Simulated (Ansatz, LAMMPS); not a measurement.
# Charge trapping in glassy 85GeO2-15Li2O (mol %) (78 atoms), part 3 of 5

Aim: add and remove one electron in glassy 85GeO2-15Li2O (mol %) (78 atoms), with atoms held and relaxed, and read trapping energy and localisation.

Ansatz 0.2.0; Kohn-Sham DFT, PBEsol, PAW (set soft_2), plane waves.

The cell: 22 Ge, 8 Li and 48 O. The quench rate of 1000 K/ps is orders of magnitude faster than experiment. The starting topology of bonds comes from the classical model. Only the Γ point is sampled, in a cell whose shortest periodic width is 10 Å.

So far. Step 2 (Single point at the start): The r.m.s. force at the start is 1.2 eV/Å. Step 3 (Relaxation): The relaxation converged after 34 steps, 9.66 eV below its start, with a largest force component of 0.049 eV/Å.

## Step 5: An extra electron, atoms held

The electron count changes by one with the atoms held: a vertical process, on a uniform background, with spin and a narrow Fermi–Dirac smearing. Its energy against the neutral cell hangs on the program's zero of potential.

input.yaml reads:

```yaml
crystal:
  lattice:
    - [10.37842, 0.0, 0.0]
    - [0.0, 10.37842, 0.0]
    - [0.0, 0.0, 10.37842]
  atoms:
    [... the 78 atom lines of step 4 ...]
total_charge: -1
kpoints:
  mp_grid: { grid: [1, 1, 1] }
hamiltonian:
  xc: pbesol
scf:
  occupations: { method: fermi_dirac, width: 0.01 }
  lower_state_search: "off"
output:
  forces: true
  stress: true
  populations: true
  dos:
    method: { smearing: { sigma: 0.08 } }
    de: 0.1
    projected: { site_lists: { Ge: [Ge], Li: [Li], O: [O] } }
  eigenvalues: true
  write_density: true
  write_potential: true
  volumetric_format: npy
magnetization:
  spin_polarized: true
  initial_magnetization: 1
```

Started as:

```console
> ansatz run input.yaml --threads 4 --pin off --max-ram 8192MiB --backend cpu --events-out ev --progress --plain --runs-dir out
```

What it wrote:

```text
[...]
Crystal: 78 atoms, lattice volume = 1117.876 Å³
Basis set: ecut = 420 eV, 21879 PW (Γ), exchange–correlation on 144×144×144 points (8 copies of the dense FFT grid, shifted against one another)
Bands: 389, of which v1, the nominal top of the filled ones, is band 311 counted from 1 (310 counted from 0)
Symmetry: 1 space group operations
[...]
k-points: 1
[...]
Starting moments: Σ|m| = 1 μB on 78 of 78 sites
[...]
SCF iter   1: F=—  HF=-122141.144499 eV  |F-HF|=—  |Δ(HF+E_count)|=         —  Δρ=4.29e-2 (↑4.09e-2 ↓4.29e-2)  dr2=5.67e1  dr2_m=2.15e-2  M=1.000 μB ∫|m|=1.044 μB  β_m=1.00  ethr=3.10e-3  ⟨swp⟩=6.0  Hψ=2834  notcnv=0  defer=44
[...]
spin=Collinear: Resta preconditioning applied to the charge; magnetization (m = ρ↑ − ρ↓) channel mixes plain (no charge-response kernel on spin).
SCF iter   2: F=—  HF=-122129.246146 eV  |F-HF|=—  |Δ(HF+E_count)|=         —  Δρ=2.64e-2 (↑2.64e-2 ↓2.63e-2)  dr2=1.99e1  dr2_m=1.03e-3  M=0.762 μB ∫|m|=0.837 μB  β_m=0.30  ethr=3.10e-3  ⟨swp⟩=2.0  Hψ=1200  notcnv=0  defer=144
[...]
SCF iter   7: F=—  HF=-122123.194730 eV  |F-HF|=—  |Δ(HF+E_count)|=   3.67e-2  Δρ=3.38e-4 (↑3.13e-4 ↓3.38e-4)  dr2=3.99e-3  dr2_m=1.44e-4  M=0.724 μB ∫|m|=0.803 μB  β_m=0.30  ethr=5.63e-6  ⟨swp⟩=2.0  Hψ=936  notcnv=0  defer=142
[...]
spin-set hold released at iteration 7 (site moments contracting): the magnetisation degrees of freedom join the quasi-Newton model from the next iteration; the mixer history was flushed
SCF iter   8: F=—  HF=-122123.196380 eV  |F-HF|=—  |Δ(HF+E_count)|=   1.65e-3  Δρ=2.51e-4 (↑2.39e-4 ↓2.51e-4)  dr2=2.43e-3  dr2_m=8.00e-5  M=0.726 μB ∫|m|=0.805 μB  β_m=0.55  ethr=6.43e-7  ⟨swp⟩=2.0  Hψ=1046  notcnv=0  defer=142
SCF iter   9: F=—  HF=-122123.200594 eV  |F-HF|=—  |Δ(HF+E_count)|=   4.21e-3  Δρ=7.98e-5 (↑7.98e-5 ↓7.58e-5)  dr2=4.89e-4  dr2_m=6.39e-6  M=0.730 μB ∫|m|=0.811 μB  β_m=0.67  ethr=3.91e-7  ⟨swp⟩=2.0  Hψ=1036  notcnv=0  defer=142
[...]
SCF iter  14: F=-122123.203524 eV  HF=-122123.203524 eV  |F-HF|=1.95e-7  |Δ(HF+E_count)|=   7.40e-7  Δρ=1.21e-6 (↑1.21e-6 ↓1.01e-6)  dr2=5.74e-8  dr2_m=2.17e-9  M=0.736 μB ∫|m|=0.819 μB  β_m=0.78  ethr=1.61e-11  ⟨swp⟩=15.0  Hψ=5786  notcnv=0
SCF iter  15: F=-122123.203524 eV  HF=-122123.203524 eV  |F-HF|=5.43e-9  |Δ(HF+E_count)|=   2.09e-7  Δρ=9.24e-7 (↑8.09e-7 ↓9.24e-7)  dr2=3.12e-8  dr2_m=2.68e-10  M=0.736 μB ∫|m|=0.819 μB  ethr=9.24e-12  ⟨swp⟩=6.5  Hψ=4312  notcnv=0
SCF 1 converged in 15 iterations: F = -122123.203524 eV  dr2 = 3.12e-8
[...]
SCF converged after 15 iterations
Magnetization: 0.7364 μB (310.8682 up, 310.1318 down)
Absolute magnetization: 0.7873 μB (∫|ρ↑−ρ↓|, with the PAW one-centre terms)
[...]
Per-site moments (μB) at R_I (Å): [(0.00409321, 0.719382), (0.00206877, 0.715740), (0.00500028, 0.725575), (0.0031569, 0.717633), (0.00265161, 0.718939), [...]
Free energy (F): -122123.203524 eV
[...]
Internal energy: -122123.195728 eV  (E = F + TS)
E sigma→0 (E₀):  -122123.199626 eV
Entropy (-TS):   -0.007796 eV (-0.100 meV/atom)
Fermi energy:    5.430502 eV
[...]
Σ components = -122123.203524   (vs F -122123.203524, Δ=0.00e0)
--- Forces (eV/Å), atoms counted from 1 ---
  atom   1  Ge     0.09579896    -0.00629986     0.03559201
  atom   2  Ge    -0.02684844    -0.06535168    -0.02143806
  atom   3  Ge    -0.00605467     0.03964167    -0.10393885
  atom   4  Ge     0.02238539    -0.01223330     0.04357038
[...]
atom  78  O     -0.12850486     0.04241031     0.04397195
  max |Σ_I F_I| component: 3.32e-5 eV/Å
--- Stress (GPa, compression-positive) ---
       -3.993409       0.292965      -0.603486
        0.292965      -1.013759      -0.150306
       -0.603487      -0.150308      -2.570265
  P = ⅓ Tr σ = -2.5258 GPa (-25.258 kbar)
--- Band table (eV) ---
[...]
--- Löwdin populations: 78 sites ---
  site symbol       q [e]    m [muB]
     0     Ge     12.4645     0.0158
     1     Ge     12.5302     0.0086
     2     Ge     12.5053     0.0193
[...]
77      O      6.9368     0.0049
  spilling = 0.005547 (of n_electrons = 621.000000)
```

Elapsed: 27 s, on 4 threads of Intel Xeon Platinum 8375C at 2.90GHz (Ice Lake), shared host; peak memory 2.5 GiB.

An extra electron, atoms held: the energy stands 5.40 eV above that of the reference, with a moment of 0.74 μB.

The levels nearest the highest filled one (over half full), pooled over k-points and spins:

```csv
level less the highest filled one (eV),occupation
-1.59,1
-1.49,1
-1.49,1
0,0.868
0.0377,0.132
1.51,0
1.55,0
1.66,0
```

Spin density in the ac plane at fractional y = 0.143, with atoms of Ge and Li and O within 0.2 Å of it.

Values in units of 1e-2 e/Å³, 13 rows by 16 columns, each cell a mean:
```
 0.0  0.0  0.0  0.0  0.0  0.0  0.0  0.0  0.1  0.3  0.0  0.0  0.0  0.0  0.0  0.0
 0.0  0.0  0.0  0.0  0.0  0.0  0.0  0.1  0.1  0.1  0.1  0.0  0.0  0.0  0.0  0.0
 0.4  0.2  0.0  0.0  0.0  0.0  0.0  0.1  0.1  0.1  0.0  0.0  0.0  0.0  0.0  0.2
 0.1  0.1  0.1  0.0  0.0  0.0  0.0  0.1  0.1  0.0  0.1  0.0  0.1  0.1  1.0  0.1
 0.3  0.3  0.0  0.0  0.0  0.0  0.0  0.0  0.1  0.1  0.6  0.1  0.2  0.0  0.3  0.0
 0.1  0.0  0.0  0.0  0.0  0.0  0.0  0.0  0.1  0.0  0.0  0.0  0.1  0.1  0.0  0.0
 0.0  0.0  0.0  0.0  0.1  0.2  0.0  0.0  0.0  0.0  0.0  0.0  0.0  0.0  0.0  0.0
 0.0  0.0  0.1  0.3  0.1 -0.1  0.2  0.1  0.0  0.0  0.0  0.0  0.0  0.0  0.0  0.0
 0.0  0.0  0.0  0.1  0.1  0.1  0.1  0.0  0.0  0.0  0.0  0.0  0.1  0.0  0.0  0.0
 0.0  0.0  0.0  0.0  0.0  0.0  1.0  0.3  0.0  0.1  0.7  0.0  0.0  0.0  0.0  0.0
 0.0  0.0  0.0  0.0  0.0  0.0  0.1  0.1  0.2  0.1  0.0  0.0  0.0  0.0  0.0  0.0
 0.0  0.0  0.0  0.0  0.0  0.0  0.1  0.2  0.3  0.1  0.0  0.0  0.0  0.0  0.0  0.0
 0.0  0.0  0.0  0.0  0.0  0.0  0.0  0.0  0.2  1.5  0.1  0.0  0.0  0.0  0.0  0.0
```
Columns run along a (10.4 Å), rows up along c (10.4 Å). Atoms in or near the plane, at fractional coordinates: Ge at (0.34, 0.39), Li at (0.16, 0.17), O at (0.60, 0.99), O at (0.99, 0.15), O at (0.40, 0.23), O at (0.89, 0.68), O at (0.67, 0.24).

## Step 6: An extra electron, atoms relaxed

The atoms now respond to the charge; the energy gained comes from screening by the atoms, from trapping if the charge localises, and from any strain left in the reference.

input.yaml, the sections that differ from step 5:

```yaml
output:
  forces: true
relax:
  f_tol: 0.05
  max_steps: 90
# crystal, total_charge, kpoints, hamiltonian, scf, magnetization: as in step 5
```

What it wrote:

```text
[...]
Crystal: 78 atoms, lattice volume = 1117.876 Å³
Basis set: ecut = 420 eV, 21879 PW (Γ), exchange–correlation on 144×144×144 points (8 copies of the dense FFT grid, shifted against one another)
Bands: 389, of which v1, the nominal top of the filled ones, is band 311 counted from 1 (310 counted from 0)
Symmetry: 1 space group operations
[...]
k-points: 1
[...]
Starting moments: Σ|m| = 1 μB on 78 of 78 sites
[...]
SCF iter   1: F=—  HF=-122141.144499 eV  |F-HF|=—  |Δ(HF+E_count)|=         —  Δρ=4.29e-2 (↑4.09e-2 ↓4.29e-2)  dr2=5.67e1  dr2_m=2.15e-2  M=1.000 μB ∫|m|=1.044 μB  β_m=1.00  ethr=3.10e-3  ⟨swp⟩=6.0  Hψ=2834  notcnv=0  defer=44
[...]
SCF iter  12: F=-122123.203522 eV  HF=-122123.203519 eV  |F-HF|=3.47e-6  |Δ(HF+E_count)|=   4.18e-5  Δρ=8.88e-6 (↑7.32e-6 ↓8.88e-6)  dr2=2.66e-6  dr2_m=5.17e-8  M=0.736 μB ∫|m|=0.818 μB  ethr=4.94e-9  ⟨swp⟩=3.0  Hψ=1707  notcnv=0
SCF 1 converged in 12 iterations: F = -122123.203522 eV  dr2 = 2.66e-6
[...]
relax step   1: F+E_penalty+E_count = -122123.20352209 eV  Δ(F+E_penalty+E_count) = +0.000e0 eV  max|allowed force component| = 1.999e-1 eV/Å  Δτ_max = 0.0000 Å  (12 SCF iters, dr2 threshold 6.25e-5 eV, accepted)
[...]
relax step   2: F+E_penalty+E_count = -122123.22393479 eV  Δ(F+E_penalty+E_count) = -2.041e-2 eV  max|allowed force component| = 1.082e-1 eV/Å  Δτ_max = 0.0236 Å  (11 SCF iters, accepted)
[...]
relax step   3: F+E_penalty+E_count = -122123.23526670 eV  Δ(F+E_penalty+E_count) = -1.133e-2 eV  max|allowed force component| = 3.569e-2 eV/Å  Δτ_max = 0.0225 Å  (11 SCF iters, accepted)
SCF converged after 11 iterations
Magnetization: 0.7635 μB (310.8817 up, 310.1183 down)
Absolute magnetization: 0.8164 μB (∫|ρ↑−ρ↓|, with the PAW one-centre terms)
[...]
Per-site moments (μB) at R_I (Å): [(0.00407335, 0.719874), (0.00195971, 0.715517), (0.00529593, 0.727973), (0.00324508, 0.718883), (0.00264216, 0.719560), [...]
Free energy (F): -122123.235267 eV
[...]
Internal energy: -122123.227998 eV  (E = F + TS)
E sigma→0 (E₀):  -122123.231632 eV
Entropy (-TS):   -0.007269 eV (-0.093 meV/atom)
Fermi energy:    5.373330 eV
[...]
--- Forces (eV/Å), atoms counted from 1 ---
  atom   1  Ge    -0.00627237     0.00161701    -0.02267947
  atom   2  Ge     0.01284215     0.00141859    -0.02475284
  atom   3  Ge    -0.01375761     0.00617792     0.00427122
  atom   4  Ge     0.00307192     0.00088047    -0.00388531
  atom   5  Ge    -0.00004142    -0.01980166    -0.03568818
  atom   6  Ge     0.00256556    -0.00543909     0.02030413
  atom   7  Ge    -0.00217952    -0.00901685     0.02765491
  atom   8  Ge    -0.02640776     0.00907187     0.00803233
  atom   9  Ge     0.00049164    -0.00961409    -0.00261792
  atom  10  Ge    -0.01502627     0.00962970    -0.02049756
  atom  11  Ge    -0.01451727    -0.01572835    -0.03440918
  atom  12  Ge    -0.01725389     0.01700544     0.00587570
  atom  13  Ge     0.00440489    -0.01446108    -0.01063570
  atom  14  Ge     0.00683670    -0.00251206     0.00016665
[...]
atom  77  O     -0.00376099    -0.00484680     0.00475887
  atom  78  O      0.01521440     0.01203922    -0.00846080
  max |Σ_I F_I| component: 1.57e-5 eV/Å
--- Relaxed structure (3 steps of the walk, 3 accepted, 0 SCFs on fresh bases) ---
  F+E_penalty+E_count = -122123.23526670 eV   max|allowed force component| = 3.569e-2 eV/Å
  atoms:
    - { symbol: Ge, position: [0.189687, 0.468306, 0.235542] }
    - { symbol: Ge, position: [0.400040, 0.374821, 0.904161] }
    - { symbol: Ge, position: [0.553683, 0.999282, 0.924055] }
    - { symbol: Ge, position: [0.306796, 0.973913, 0.747801] }
[...]
- { symbol: O, position: [0.854394, 0.351435, 0.035162] }
```

It took 46 s on 4 threads; peak memory 2.5 GiB; 2.9 min of CPU time.

The relaxation converged after 3 steps, 0.0317 eV below its start, with a largest force component of 0.036 eV/Å.

An extra electron, atoms relaxed: the energy stands 5.37 eV above that of the reference, with a moment of 0.76 μB.

## Step 7: An extra electron, levels at the relaxed geometry

A single point at the new geometry gives levels and spin density.

input.yaml reads:

```yaml
crystal:
  lattice:
    - [10.37842, 0.0, 0.0]
    - [0.0, 10.37842, 0.0]
    - [0.0, 0.0, 10.37842]
  atoms:
    - { symbol: Ge, position: [0.18969, 0.46831, 0.23554] }
    - { symbol: Ge, position: [0.40004, 0.37482, 0.90416] }
    - { symbol: Ge, position: [0.55368, 0.99928, 0.92405] }
    - { symbol: Ge, position: [0.3068, 0.97391, 0.7478] }
    - { symbol: Ge, position: [0.17688, 0.74799, 0.09928] }
    - { symbol: Ge, position: [0.04868, 0.16737, 0.72933] }
    [... 66 atom lines left out ...]
    - { symbol: O, position: [0.74314, 0.64642, 0.86835] }
    - { symbol: O, position: [0.10779, 0.2802, 0.60951] }
    - { symbol: O, position: [0.66819, 0.12826, 0.23716] }
    - { symbol: O, position: [0.42321, 0.24584, 0.48917] }
    - { symbol: O, position: [0.57011, 0.62571, 0.14008] }
    - { symbol: O, position: [0.85439, 0.35143, 0.03516] }
total_charge: -1
kpoints:
  mp_grid: { grid: [1, 1, 1] }
hamiltonian:
  xc: pbesol
scf:
  occupations: { method: fermi_dirac, width: 0.01 }
  lower_state_search: "off"
output:
  forces: true
  stress: true
  populations: true
  dos:
    method: { smearing: { sigma: 0.08 } }
    de: 0.1
    projected: { site_lists: { Ge: [Ge], Li: [Li], O: [O] } }
  eigenvalues: true
  write_density: true
  write_potential: true
  volumetric_format: npy
magnetization:
  spin_polarized: true
  initial_magnetization: 1
```

What it wrote:

```text
[...]
Crystal: 78 atoms, lattice volume = 1117.876 Å³
Basis set: ecut = 420 eV, 21879 PW (Γ), exchange–correlation on 144×144×144 points (8 copies of the dense FFT grid, shifted against one another)
Bands: 389, of which v1, the nominal top of the filled ones, is band 311 counted from 1 (310 counted from 0)
Symmetry: 1 space group operations
[...]
k-points: 1
[...]
Starting moments: Σ|m| = 1 μB on 78 of 78 sites
[...]
SCF iter   1: F=—  HF=-122141.075965 eV  |F-HF|=—  |Δ(HF+E_count)|=         —  Δρ=4.28e-2 (↑4.08e-2 ↓4.28e-2)  dr2=5.63e1  dr2_m=2.19e-2  M=1.000 μB ∫|m|=1.045 μB  β_m=1.00  ethr=3.10e-3  ⟨swp⟩=6.0  Hψ=3070  notcnv=0
[...]
SCF iter  16: F=-122123.235267 eV  HF=-122123.235267 eV  |F-HF|=4.13e-9  |Δ(HF+E_count)|=   1.75e-8  Δρ=3.48e-7 (↑3.48e-7 ↓2.97e-7)  dr2=2.65e-9  dr2_m=5.33e-10  M=0.763 μB ∫|m|=0.849 μB  ethr=5.42e-12  ⟨swp⟩=6.0  Hψ=4425  notcnv=0
SCF 1 converged in 16 iterations: F = -122123.235267 eV  dr2 = 2.65e-9
[...]
SCF converged after 16 iterations
Magnetization: 0.7634 μB (310.8817 up, 310.1183 down)
Absolute magnetization: 0.8163 μB (∫|ρ↑−ρ↓|, with the PAW one-centre terms)
[...]
Per-site moments (μB) at R_I (Å): [(0.00407468, 0.719856), (0.00196048, 0.715528), (0.00529398, 0.727975), (0.00324456, 0.718863), (0.00264268, 0.719549), [...]
Free energy (F): -122123.235267 eV
[...]
Internal energy: -122123.227998 eV  (E = F + TS)
E sigma→0 (E₀):  -122123.231632 eV
Entropy (-TS):   -0.007270 eV (-0.093 meV/atom)
Fermi energy:    5.373367 eV
[...]
--- Forces (eV/Å), atoms counted from 1 ---
  atom   1  Ge    -0.00805433     0.00072612    -0.02135069
  atom   2  Ge     0.01205879     0.00160016    -0.02430572
  atom   3  Ge    -0.01255505     0.00715236     0.00536738
  atom   4  Ge     0.00073972     0.00197319    -0.00368262
  atom   5  Ge     0.00021008    -0.01927488    -0.03525627
  atom   6  Ge     0.00214709    -0.00343718     0.01891656
  atom   7  Ge    -0.00125320    -0.00961443     0.02871280
  atom   8  Ge    -0.02669434     0.00743613     0.00791930
  atom   9  Ge    -0.00119963    -0.00786538    -0.00220307
  atom  10  Ge    -0.01378076     0.00816472    -0.02016201
  atom  11  Ge    -0.01354399    -0.01544757    -0.03243403
  atom  12  Ge    -0.01595560     0.01718297     0.00748025
  atom  13  Ge     0.00407860    -0.01377288    -0.00946852
  atom  14  Ge     0.00802521    -0.00241733     0.00018199
[...]
atom  77  O     -0.00433957    -0.00429309     0.00403293
  atom  78  O      0.01499442     0.01219181    -0.00815485
  max |Σ_I F_I| component: 1.73e-5 eV/Å
--- Stress (GPa, compression-positive) ---
       -4.639517       0.261956      -0.611029
        0.261957      -1.632875      -0.167486
       -0.611030      -0.167487      -3.091374
  P = ⅓ Tr σ = -3.1213 GPa (-31.213 kbar)
--- Band table (eV) ---
[...]
--- Löwdin populations: 78 sites ---
  site symbol       q [e]    m [muB]
     0     Ge     12.4673     0.0157
     1     Ge     12.5303     0.0082
     2     Ge     12.5095     0.0202
[...]
77      O      6.9361     0.0049
  spilling = 0.005538 (of n_electrons = 621.000000)
```

It took 31 s on 4 threads; peak memory 2.5 GiB; 2 min of CPU time.

An extra electron, levels at the relaxed geometry: the energy stands 5.37 eV above that of the reference, with a moment of 0.76 μB.

The levels nearest the highest filled one (over half full), pooled over k-points and spins:

```csv
level less the highest filled one (eV),occupation
-1.49,1
-1.39,1
-1.39,1
0,0.882
0.0402,0.118
1.49,0
1.53,0
1.66,0
```

Spin density in the ac plane at fractional y = 0.143, with atoms of Ge and Li and O within 0.2 Å of it.

Values in units of 1e-2 e/Å³, 13 rows by 16 columns, each cell a mean:
```
 0.0  0.0  0.0  0.0  0.0  0.0  0.0  0.0  0.1  0.3  0.0  0.0  0.0  0.0  0.0  0.0
 0.0  0.0  0.0  0.0  0.0  0.0  0.0  0.1  0.1  0.1  0.1  0.0  0.0  0.0  0.0  0.0
 0.4  0.2  0.1  0.0  0.0  0.0  0.0  0.1  0.1  0.1  0.0  0.0  0.0  0.0  0.0  0.2
 0.1  0.1  0.1  0.0  0.0  0.0  0.0  0.1  0.1  0.0  0.1  0.0  0.1  0.2  1.1  0.1
 0.4  0.3  0.0  0.0  0.0  0.0  0.0  0.0  0.1  0.1  0.6  0.1  0.3  0.0  0.4  0.0
 0.1  0.0  0.0  0.0  0.1  0.0  0.0  0.0  0.1  0.0  0.0  0.0  0.1  0.1  0.0  0.0
 0.0  0.0  0.0  0.0  0.1  0.2  0.0  0.0  0.0  0.0  0.0  0.0  0.0  0.0  0.0  0.0
 0.0  0.0  0.1  0.4  0.1 -0.1  0.2  0.1  0.0  0.0  0.0  0.1  0.1  0.0  0.0  0.0
 0.0  0.0  0.0  0.1  0.1  0.1  0.1  0.0  0.0  0.0  0.0  0.0  0.1  0.0  0.0  0.0
 0.0  0.0  0.0  0.0  0.0  0.0  1.0  0.3  0.0  0.1  0.7  0.0  0.0  0.0  0.0  0.0
 0.0  0.0  0.0  0.0  0.0  0.0  0.1  0.1  0.2  0.1  0.0  0.0  0.0  0.0  0.0  0.0
 0.0  0.0  0.0  0.0  0.0  0.0  0.1  0.2  0.3  0.1  0.0  0.0  0.0  0.0  0.0  0.0
 0.0  0.0  0.0  0.0  0.0  0.0  0.0  0.0  0.2  1.5  0.1  0.0  0.0  0.0  0.0  0.0
```
Columns run along a (10.4 Å), rows up along c (10.4 Å). Atoms in or near the plane, at fractional coordinates: Ge at (0.34, 0.39), Li at (0.16, 0.17), O at (0.60, 0.99), O at (0.99, 0.15), O at (0.40, 0.23), O at (0.89, 0.68), O at (0.67, 0.24).

## Step 8: Neutral at the geometry of the electron

The neutral cell at the new geometry gives the energy of that geometry without the charge.

input.yaml reads:

```yaml
crystal:
  lattice:
    - [10.37842, 0.0, 0.0]
    - [0.0, 10.37842, 0.0]
    - [0.0, 0.0, 10.37842]
  atoms:
    [... the 78 atom lines of step 7 ...]
kpoints:
  mp_grid: { grid: [1, 1, 1] }
hamiltonian:
  xc: pbesol
scf:
  occupations: { method: fixed }
output:
  forces: true
  stress: true
  populations: true
  dos:
    method: { smearing: { sigma: 0.08 } }
    de: 0.1
    projected: { site_lists: { Ge: [Ge], Li: [Li], O: [O] } }
  eigenvalues: true
```

What it wrote:

```text
[...]
Crystal: 78 atoms, lattice volume = 1117.876 Å³
Basis set: ecut = 420 eV, 21879 PW (Γ), exchange–correlation on 144×144×144 points (8 copies of the dense FFT grid, shifted against one another)
Bands: 388, of which v1, the nominal top of the filled ones, is band 310 counted from 1 (309 counted from 0)
Symmetry: 1 space group operations
[...]
k-points: 1
[...]
SCF iter   1: F=—  HF=-122128.953059 eV  |F-HF|=—  |Δ(HF+E_count)|=         —  Δρ=1.22e-2  dr2=1.35e0  ethr=1.77e-3  ⟨swp⟩=5.0  Hψ=1386  notcnv=0  defer=76
[...]
SCF iter   9: F=—  HF=-122128.574555 eV  |F-HF|=—  |Δ(HF+E_count)|=   7.69e-7  Δρ=3.15e-6  dr2=1.31e-7  ethr=4.58e-10  ⟨swp⟩=2.0  Hψ=473  notcnv=0  defer=70
SCF iter  10: F=-122128.574556 eV  HF=-122128.574556 eV  |F-HF|=1.08e-9  |Δ(HF+E_count)|=   2.30e-7  Δρ=2.33e-6  dr2=5.82e-8  ethr=1.61e-11  ⟨swp⟩=11.0  Hψ=1807  notcnv=0
SCF 1 converged in 10 iterations: F = -122128.574556 eV  dr2 = 5.82e-8
[...]
SCF converged after 10 iterations
Free energy (F): -122128.574556 eV
[...]
Internal energy: -122128.574556 eV  (E = F + TS)
E sigma→0 (E₀):  -122128.574556 eV
Fermi energy:    4.059269 eV
[...]
Σ components = -122128.574556   (vs F -122128.574556, Δ=0.00e0)
--- Forces (eV/Å), atoms counted from 1 ---
  atom   1  Ge    -0.08736344     0.01550626    -0.04854028
  atom   2  Ge     0.06524934     0.08313929    -0.00656548
  atom   3  Ge    -0.02230621    -0.02456085     0.10818986
  atom   4  Ge    -0.01900609     0.01754083    -0.04399844
[...]
atom  78  O      0.12852171    -0.01327427    -0.03456173
  max |Σ_I F_I| component: 8.98e-5 eV/Å
--- Stress (GPa, compression-positive) ---
       -5.548426       0.283442      -0.613116
        0.283443      -2.252742      -0.162469
       -0.613118      -0.162470      -3.857394
  P = ⅓ Tr σ = -3.8862 GPa (-38.862 kbar)
--- Band table (eV) ---
[...]
--- Löwdin populations: 78 sites ---
  site symbol       q [e]
     0     Ge     12.4460
     1     Ge     12.5164
     2     Ge     12.4825
[...]
77      O      6.9283
  spilling = 0.005510 (of n_electrons = 620.000000)
```

Run time: 11 s. Hardware: 4 threads; peak memory 1.6 GiB; 39 s of CPU time.

Neutral at the geometry of the electron: the energy stands 0.0280 eV above that of the reference.

[end of part 3 of 5]

[Long decimals in the printed logs are rounded to 6 places.]

[Logs are printed without paths, hosts, clocks, repeated set-up lines and the standing remarks that a program may print on its own settings, such as how far it seeks lower states.]

[Hosts, paths, dates, database ids (printed as entryN), source tags and the programs' standing remarks are cut or masked in the printed files.]
